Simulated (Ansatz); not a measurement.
# Phonons of Ca2Si (Fm-3m) against volume

Does Ca2Si (Fm-3m) expand much on heating, by its phonons?

Calculated with Ansatz 0.2.0; DFT LDA, scalar-relativistic, plane waves, PAW.

Most raw output is cut from this account.

**1. The starting structure**

Symmetry: Fm-3m, No. 225, cubic system. The conventional cell has a = 7.002 Å, b = 7.002 Å, c = 7.002 Å, α = 90.00°, β = 90.00°, γ = 90.00°. Nearest to Ca lie 4 Si at 3.03 Å. Nearest to Si lie 8 Ca at 3.03 Å. Farther neighbours are not listed.

**2. Phonons on a q mesh**

The cell comes from relaxations at this level that are not shown. Stability and thermal properties need the whole zone. Linear response on a 2×2×2 q mesh gives force constants as far as a supercell of that size would, and the tensors from the zone-centre run are typed in so that the long-range dipole term is interpolated apart.

The input, input.yaml:

```yaml
crystal:
  lattice:
    - [0.0, 3.5012253204, 3.5012253204]
    - [3.5012253204, 0.0, 3.5012253204]
    - [3.5012253204, 3.5012253204, 0.0]
  atoms:
    - { symbol: Ca, position: [0.75, 0.75, 0.75] }
    - { symbol: Ca, position: [0.25, 0.25, 0.25] }
    - { symbol: Si, position: [0.0, 0.0, 0.0] }
kpoints:
  mp_grid: { grid: [8, 8, 8] }
hamiltonian:
  xc: lda
scf:
  occupations: { method: fixed }
output:
  eigenvalues: true
phonons:
  method: dfpt
  qmesh: [2, 2, 2]
  temperatures: { t_max: 1000, t_step: 50 }
  qpath:
    path:
      - [[0.0, 0.0, 0.0], [0.5, 0.0, 0.5], [0.625, 0.25, 0.625]]
      - [[0.375, 0.375, 0.75], [0.0, 0.0, 0.0], [0.5, 0.5, 0.5], [0.5, 0.25, 0.75], [0.5, 0.0, 0.5]]
    npoints: 10
  non_analytic_term:
    high_frequency_dielectric_tensor: [[13.7364, 0.0, 0.0], [0.0, 13.7364, 0.0], [0.0, 0.0, 13.7364]]
    born_effective_charges:
      - { species: Ca, tensor: [[1.9296, 0.0, 0.0], [0.0, 1.9296, 0.0], [0.0, 0.0, 1.9296]] }
      - { species: Ca, tensor: [[1.9296, 0.0, 0.0], [0.0, 1.9296, 0.0], [0.0, 0.0, 1.9296]] }
      - { species: Si, tensor: [[-3.8591, 0.0, 0.0], [0.0, -3.8591, 0.0], [0.0, 0.0, -3.8591]] }
    source: "zone-centre run at this cell"
```

On the command line:

```bash
$ ansatz run input.yaml --threads 4 --pin off --max-ram 7168MiB --backend cpu --events-out ev --progress --plain --runs-dir out
```

It took 25 s on 4 threads of Arm Neoverse V2, shared host; peak memory 0.77 GiB; 95 s of CPU time.

Numbers from this step:

* gap on the k-mesh: 0.4009 eV
* volume per atom: 28.61 Å³
* sum-rule residual before enforcement: 2.27e-5 eV/Å²
* lowest frequency on the path: 0 cm⁻¹
* point group: m-3m
* highest frequency on the path or at a solved wavevector: 286.4 cm⁻¹
* mean frequency: 175.9 cm⁻¹
* Debye temperature (second moment): 342 K
* logarithmic mean frequency: 165.8 cm⁻¹
* highest optical mode at the zone centre (no LO-TO term): 228.4 cm⁻¹
* lowest optical zone-centre mode: 195.3 cm⁻¹
* lowest mode on the q mesh (acoustic modes at Γ apart): 79.35 cm⁻¹
* zero-point energy per atom: 32.71 meV
* heat capacity at 300 K: 23.40 J/(mol atoms K)
* vibrational entropy at 300 K: 31.45 J/(mol atoms K)

Frequencies (cm⁻¹) solved at each irreducible wavevector; negative means imaginary. Frequencies by wavevector, by row:

| q in reciprocal lattice units | star | mode 1 | mode 2 | mode 3 | mode 4 | mode 5 | mode 6 | mode 7 | mode 8 | mode 9 |
| --- | --- | --- | --- | --- | --- | --- | --- | --- | --- | --- |
| 0 0 0 | 1 | 0 | 0 | 0 | 195.3 | 195.3 | 195.3 | 228.4 | 228.4 | 228.4 |
| 0 0 -0.5 | 4 | 115.2 | 115.2 | 148.6 | 167 | 167 | 190.8 | 222.9 | 222.9 | 248.6 |
| 0 -0.5 -0.5 | 3 | 79.3 | 110.2 | 110.2 | 172 | 172 | 226.7 | 226.7 | 243.2 | 246.7 |

Symmetry leaves 3 wavevectors to solve. The lowest mode among them, the acoustic zeros apart, lies at q = (0, -0.5, -0.5) and is real, 79.3 cm⁻¹.

**3. Relaxing at another volume, volume ratio 0.97**

The volume is scaled by 0.97 and held; symmetry leaves nothing to relax, so this is a single point. The modes can then be followed against volume.

input.yaml, the sections that differ from step 2:

```yaml
crystal:
  lattice:
    - [0.0, 3.46585699, 3.46585699]
    - [3.46585699, 0.0, 3.46585699]
    - [3.46585699, 3.46585699, 0.0]
  atoms:
    - { symbol: Ca, position: [0.75, 0.75, 0.75] }
    - { symbol: Ca, position: [0.25, 0.25, 0.25] }
    - { symbol: Si, position: [0.0, 0.0, 0.0] }
output:
  forces: true
  stress: true
  eigenvalues: true
# kpoints, hamiltonian, scf: as in step 2
# phonons: removed
```

Elapsed: 0.64 s, on 4 threads; peak memory 0.33 GiB.

This step gave:

```yaml
pressure: 1.357 GPa
gap_on_the_k_mesh: 0.3493 eV
volume_per_atom: 27.75 Å³
direct_gap_on_mesh: 0.3493 eV
```

At this level the gap is 0.35 eV on the k-mesh of the self-consistent run, which can miss the band edges.

**4. Phonons at the other volume, volume ratio 0.97**

The phonons are repeated at this volume on the same k and q meshes.

input.yaml, the sections that differ from step 3:

```yaml
output:
  eigenvalues: true
phonons:
  method: dfpt
  dielectric: true
  rigid_motions: translations
  qmesh: [2, 2, 2]
  temperatures: { t_max: 1000, t_step: 50 }
  qpath:
    path:
      - [[0.0, 0.0, 0.0], [0.5, 0.0, 0.5], [0.625, 0.25, 0.625]]
      - [[0.375, 0.375, 0.75], [0.0, 0.0, 0.0], [0.5, 0.5, 0.5], [0.5, 0.25, 0.75], [0.5, 0.0, 0.5]]
    npoints: 10
# crystal, kpoints, hamiltonian, scf: as in step 3
```

Run time: 43 s. Hardware: 4 threads; peak memory 0.8 GiB.

Numbers from this step:

```yaml
sum_rule_residual_before_enforcement: 2.19e-5 eV/Å²
miss_of_the_charge_sum_rule: 2.75e-5 e
estimated_error_of_the_dielectric_tensor: 0.04310
estimated_error_of_the_born_charges: 0.01381 e
highest_frequency_on_the_path_or_at_a_solved_wavevector: 296 cm⁻¹
mean_frequency: 182.4 cm⁻¹
debye_temperature_second_moment: 356 K
logarithmic_mean_frequency: 171.8 cm⁻¹
highest_optical_mode_at_the_zone_centre_no_lo_to_term: 239.6 cm⁻¹
lowest_optical_zone_centre_mode: 201.8 cm⁻¹
mean_high_frequency_dielectric_constant: 14.50
largest_born_charge_third_of_the_trace: -3.926 e
mean_static_dielectric_constant: 22.13
top_of_the_zone_centre_spectrum_with_the_field: 296 cm⁻¹
lowest_mode_on_the_q_mesh_acoustic_modes_at_gamma_apart: 84.57 cm⁻¹
zero_point_energy_per_atom: 33.92 meV
```

Frequencies (cm⁻¹) solved at each irreducible wavevector; negative means imaginary. Frequencies by wavevector, by row:

| q in reciprocal lattice units | star | mode 1 | mode 2 | mode 3 | mode 4 | mode 5 | mode 6 | mode 7 | mode 8 | mode 9 |
| --- | --- | --- | --- | --- | --- | --- | --- | --- | --- | --- |
| 0 0 0 | 1 | 0 | 0 | 0 | 201.8 | 201.8 | 201.8 | 239.6 | 239.6 | 239.6 |
| 0 0 -0.5 | 4 | 115.3 | 115.3 | 153.9 | 173.4 | 173.4 | 195.8 | 235 | 235 | 258 |
| 0 -0.5 -0.5 | 3 | 84.6 | 116.8 | 116.8 | 172.8 | 172.8 | 239.6 | 239.6 | 249.6 | 255.5 |

The highest optical mode at the zone centre (no LO-TO term) is 239.6 cm⁻¹, +11.2 cm⁻¹ against the base run.

The log warns of the k mesh: “the force constants stand on the 8×8×8 k-mesh, whose period is 10.50 times the interband length at k = (0.0000, -0.5000, -0.5000), direct gap 0.349 eV, under 14: take them and everything formed from them as unconverged”.

**5. Relaxing at another volume, volume ratio 1.03**

The volume is scaled by 1.03 and held; symmetry leaves nothing to relax, so this is a single point. The modes can then be followed against volume.

input.yaml, the sections that differ from step 4:

```yaml
crystal:
  lattice:
    - [0.0, 3.5358931723, 3.5358931723]
    - [3.5358931723, 0.0, 3.5358931723]
    - [3.5358931723, 3.5358931723, 0.0]
  atoms:
    - { symbol: Ca, position: [0.75, 0.75, 0.75] }
    - { symbol: Ca, position: [0.25, 0.25, 0.25] }
    - { symbol: Si, position: [0.0, 0.0, 0.0] }
output:
  forces: true
  stress: true
  eigenvalues: true
# kpoints, hamiltonian, scf: as in step 4
# phonons: removed
```

The job ended after 0.68 s (4 threads; peak memory 0.34 GiB).

Numbers from this step:

```
pressure           : -1.169 GPa
gap on the k-mesh  : 0.4479 eV
volume per atom    : 29.47 Å³
direct gap on mesh : 0.4479 eV
```

The run ends at a pressure of -1.17 GPa.

**6. Phonons at the other volume, volume ratio 1.03**

input.yaml, the sections that differ from step 5:

```yaml
output:
  eigenvalues: true
phonons:
  method: dfpt
  dielectric: true
  rigid_motions: translations
  qmesh: [2, 2, 2]
  temperatures: { t_max: 1000, t_step: 50 }
  qpath:
    path:
      - [[0.0, 0.0, 0.0], [0.5, 0.0, 0.5], [0.625, 0.25, 0.625]]
      - [[0.375, 0.375, 0.75], [0.0, 0.0, 0.0], [0.5, 0.5, 0.5], [0.5, 0.25, 0.75], [0.5, 0.0, 0.5]]
    npoints: 10
# crystal, kpoints, hamiltonian, scf: as in step 5
```

Run time: 44 s. Hardware: 4 threads; peak memory 0.83 GiB.

Numbers from this step:

| Quantity | Value |
| --- | --- |
| sum-rule residual before enforcement | 4.91e-5 eV/Å² |
| miss of the charge sum rule | 3.82e-4 e |
| estimated error of the dielectric tensor | 0.04218 |
| estimated error of the Born charges | 0.02639 e |
| highest frequency on the path or at a solved wavevector | 276.9 cm⁻¹ |
| mean frequency | 169.5 cm⁻¹ |
| Debye temperature (second moment) | 330 K |
| logarithmic mean frequency | 160 cm⁻¹ |
| highest optical mode at the zone centre (no LO-TO term) | 217.5 cm⁻¹ |
| lowest optical zone-centre mode | 189.0 cm⁻¹ |
| mean high-frequency dielectric constant | 13.23 |
| largest Born charge (third of the trace) | -3.81 e |
| mean static dielectric constant | 21.44 |
| top of the zone-centre spectrum with the field | 276.9 cm⁻¹ |
| lowest mode on the q mesh (acoustic modes at Γ apart) | 74.25 cm⁻¹ |
| zero-point energy per atom | 31.52 meV |

The highest optical mode at the zone centre (no LO-TO term) is 217.5 cm⁻¹, -10.9 cm⁻¹ against the base run.

The log warns of the k mesh: “the force constants stand on the 8×8×8 k-mesh, whose period is 10.88 times the interband length at k = (0.0000, -0.5000, -0.5000), direct gap 0.448 eV, under 14: take them and everything formed from them as unconverged”.

**7. Grüneisen parameters**

The Grüneisen parameter of a mode is minus the logarithmic change of its frequency with volume, −d ln ω / d ln V; weighted by heat capacity it gives the expansion.

Numbers from this step:

```yaml
bulk_modulus: 42.1 GPa
gap_deformation_potential: 1.643 eV
```

The phonon branches at the labelled points (cm⁻¹):

| point | branch 1 | branch 2 | branch 3 | branch 4 | branch 5 | branch 6 | branch 7 | branch 8 | branch 9 |
| --- | --- | --- | --- | --- | --- | --- | --- | --- | --- |
| Γ | 0 | 0 | 0 | 195 | 195 | 195 | 228 | 228 | 286 |
| halfway | 78 | 78 | 149 | 155 | 180 | 180 | 228 | 228 | 276 |
| X | 79 | 110 | 110 | 172 | 172 | 227 | 227 | 243 | 247 |
| halfway | 81 | 113 | 114 | 170 | 176 | 225 | 227 | 241 | 244 |
| U | 86 | 122 | 122 | 162 | 185 | 218 | 227 | 236 | 239 |
| jump to K | 86 | 122 | 122 | 162 | 185 | 218 | 227 | 236 | 239 |
| halfway | 79 | 105 | 144 | 159 | 168 | 193 | 226 | 228 | 266 |
| Γ | 0 | 0 | 0 | 195 | 195 | 195 | 228 | 228 | 286 |
| halfway | 81 | 81 | 119 | 180 | 181 | 181 | 227 | 227 | 272 |
| L | 115 | 115 | 149 | 167 | 167 | 191 | 223 | 223 | 249 |
| halfway | 109 | 114 | 135 | 159 | 185 | 198 | 228 | 233 | 240 |
| W | 86 | 104 | 151 | 151 | 185 | 223 | 230 | 230 | 236 |
| halfway | 82 | 108 | 124 | 168 | 178 | 226 | 226 | 240 | 241 |
| X | 79 | 110 | 110 | 172 | 172 | 227 | 227 | 243 | 247 |

The same for volume x 0.97:

| point | branch 1 | branch 2 | branch 3 | branch 4 | branch 5 | branch 6 | branch 7 | branch 8 | branch 9 |
| --- | --- | --- | --- | --- | --- | --- | --- | --- | --- |
| Γ | 0 | 0 | 0 | 202 | 202 | 202 | 240 | 240 | 296 |
| X | 85 | 117 | 117 | 173 | 173 | 240 | 240 | 250 | 256 |
| U | 92 | 126 | 128 | 163 | 187 | 226 | 240 | 246 | 250 |
| K | 92 | 126 | 128 | 163 | 187 | 226 | 240 | 246 | 250 |
| Γ | 0 | 0 | 0 | 202 | 202 | 202 | 240 | 240 | 296 |
| L | 115 | 115 | 154 | 174 | 174 | 196 | 235 | 235 | 258 |
| W | 92 | 110 | 155 | 155 | 187 | 229 | 241 | 241 | 249 |
| X | 85 | 117 | 117 | 173 | 173 | 240 | 240 | 250 | 256 |

The same for volume x 1.03:

| point | branch 1 | branch 2 | branch 3 | branch 4 | branch 5 | branch 6 | branch 7 | branch 8 | branch 9 |
| --- | --- | --- | --- | --- | --- | --- | --- | --- | --- |
| Γ | 0 | 0 | 0 | 189 | 189 | 189 | 218 | 218 | 277 |
| X | 74 | 104 | 104 | 171 | 171 | 214 | 214 | 237 | 238 |
| U | 80 | 116 | 118 | 161 | 182 | 210 | 215 | 227 | 230 |
| K | 80 | 116 | 118 | 161 | 182 | 210 | 215 | 227 | 230 |
| Γ | 0 | 0 | 0 | 189 | 189 | 189 | 218 | 218 | 277 |
| L | 115 | 115 | 143 | 161 | 161 | 186 | 211 | 211 | 240 |
| W | 79 | 99 | 147 | 147 | 183 | 217 | 220 | 220 | 224 |
| X | 74 | 104 | 104 | 171 | 171 | 214 | 214 | 237 | 238 |

Mode Grueneisen parameter -dln(w)/dln(V), modes matched by rank; at Γ the acoustic branches take the value of a neighbouring point of the path. Mode grüneisen parameters along the path, in :

| point | branch 1 | branch 2 | branch 3 | branch 4 | branch 5 | branch 6 | branch 7 | branch 8 | branch 9 |
| --- | --- | --- | --- | --- | --- | --- | --- | --- | --- |
| Γ | 0.97 | 0.97 | 0.84 | 1.09 | 1.09 | 1.09 | 1.61 | 1.61 | 1.11 |
| halfway | 1.30 | 1.30 | 1.23 | 0.87 | 0.80 | 0.80 | 1.75 | 1.75 | 1.13 |
| X | 2.16 | 1.95 | 1.95 | 0.19 | 0.19 | 1.87 | 1.87 | 0.86 | 1.17 |
| halfway | 2.22 | 1.87 | 1.73 | 0.21 | 0.27 | 1.67 | 1.85 | 1.02 | 1.20 |
| U | 2.23 | 1.45 | 1.45 | 0.22 | 0.50 | 1.18 | 1.83 | 1.32 | 1.38 |
| jump to K | 2.23 | 1.45 | 1.45 | 0.22 | 0.50 | 1.18 | 1.83 | 1.32 | 1.38 |
| halfway | 1.31 | 0.30 | 1.18 | 0.84 | 1.21 | 0.86 | 1.72 | 1.69 | 1.21 |
| Γ | 1.01 | 0.36 | 1.12 | 1.09 | 1.09 | 1.09 | 1.61 | 1.61 | 1.11 |
| halfway | 0.39 | 0.39 | 1.35 | 0.90 | 1.10 | 1.06 | 1.69 | 1.69 | 1.17 |
| L | 0.07 | 0.07 | 1.21 | 1.28 | 1.28 | 0.85 | 1.78 | 1.78 | 1.23 |
| halfway | 1.76 | 0.95 | 0.51 | 0.92 | 0.78 | 1.07 | 1.73 | 1.48 | 1.37 |
| W | 2.54 | 1.66 | 0.82 | 0.82 | 0.32 | 0.90 | 1.50 | 1.50 | 1.73 |
| halfway | 2.31 | 1.86 | 1.50 | 0.34 | 0.25 | 1.60 | 1.69 | 1.19 | 1.25 |
| X | 2.16 | 1.95 | 1.95 | 0.19 | 0.19 | 1.87 | 1.87 | 0.86 | 1.17 |

(dS/dlnV)/C_V. Thermodynamic Grueneisen parameter against temperature:

| temperature (K) | thermodynamic Grueneisen parameter |
| --- | --- |
| 50 | 1.16 |
| 100 | 1.17 |
| 150 | 1.18 |
| 200 | 1.18 |
| 250 | 1.19 |
| 300 | 1.19 |
| 350 | 1.19 |
| 400 | 1.19 |
| 450 | 1.19 |
| 500 | 1.19 |
| 550 | 1.19 |
| 600 | 1.19 |
| 650 | 1.19 |
| 700 | 1.19 |
| 750 | 1.19 |
| 800 | 1.19 |
| 850 | 1.19 |
| 900 | 1.19 |
| 950 | 1.19 |
| 1000 | 1.19 |

Gamma C_V/(B V) at the static volume. The volume expansion by temperature:

| temperature (K) | volume expansion (1e-6/K) |
| --- | --- |
| 50 | 9 |
| 100 | 24.2 |
| 150 | 31.8 |
| 200 | 35.4 |
| 250 | 37.3 |
| 300 | 38.4 |
| 350 | 39.0 |
| 400 | 39.5 |
| 450 | 39.8 |
| 500 | 40.0 |
| 550 | 40.2 |
| 600 | 40.3 |
| 650 | 40.4 |
| 700 | 40.5 |
| 750 | 40.6 |
| 800 | 40.6 |
| 850 | 40.7 |
| 900 | 40.7 |
| 950 | 40.7 |
| 1000 | 40.8 |

**8. Outcome**

| Property | Result |
| --- | --- |
| bulk modulus | 42.1 GPa |
| gap deformation potential | 1.64 eV |
| thermodynamic Grüneisen parameter at 300 K | 1.189 |
| volume expansion at 300 K, estimated | 38.36 × 10⁻⁶ K⁻¹ |

**Reading.** By this estimate the volume grows by 38.4 × 10⁻⁶ per kelvin at 300 K. Without the field, the highest optical mode at Γ goes from 240 to 217 cm⁻¹ as the cell grows, a Grüneisen parameter of 1.62. Mode parameters on the path run from 0.07 to 2.5, with a median of 1.2. Branches are matched by rank, so values near crossings are rough. The expansion is the Grüneisen estimate at the static volume, with the static bulk modulus. With the field response the log warns that the k mesh is coarse for the force constants too, so the frequencies may not be converged. The program warns that the interpolation holds no quadrupole term, so branches close to Γ can be off in this crystal.

[Logs are printed without paths, hosts, clocks, repeated set-up lines and the standing remarks that a program may print on its own settings, such as how far it seeks lower states.]

[Hosts, paths, dates, database ids (printed as entryN), source tags and the programs' standing remarks are cut or masked in the printed files.]
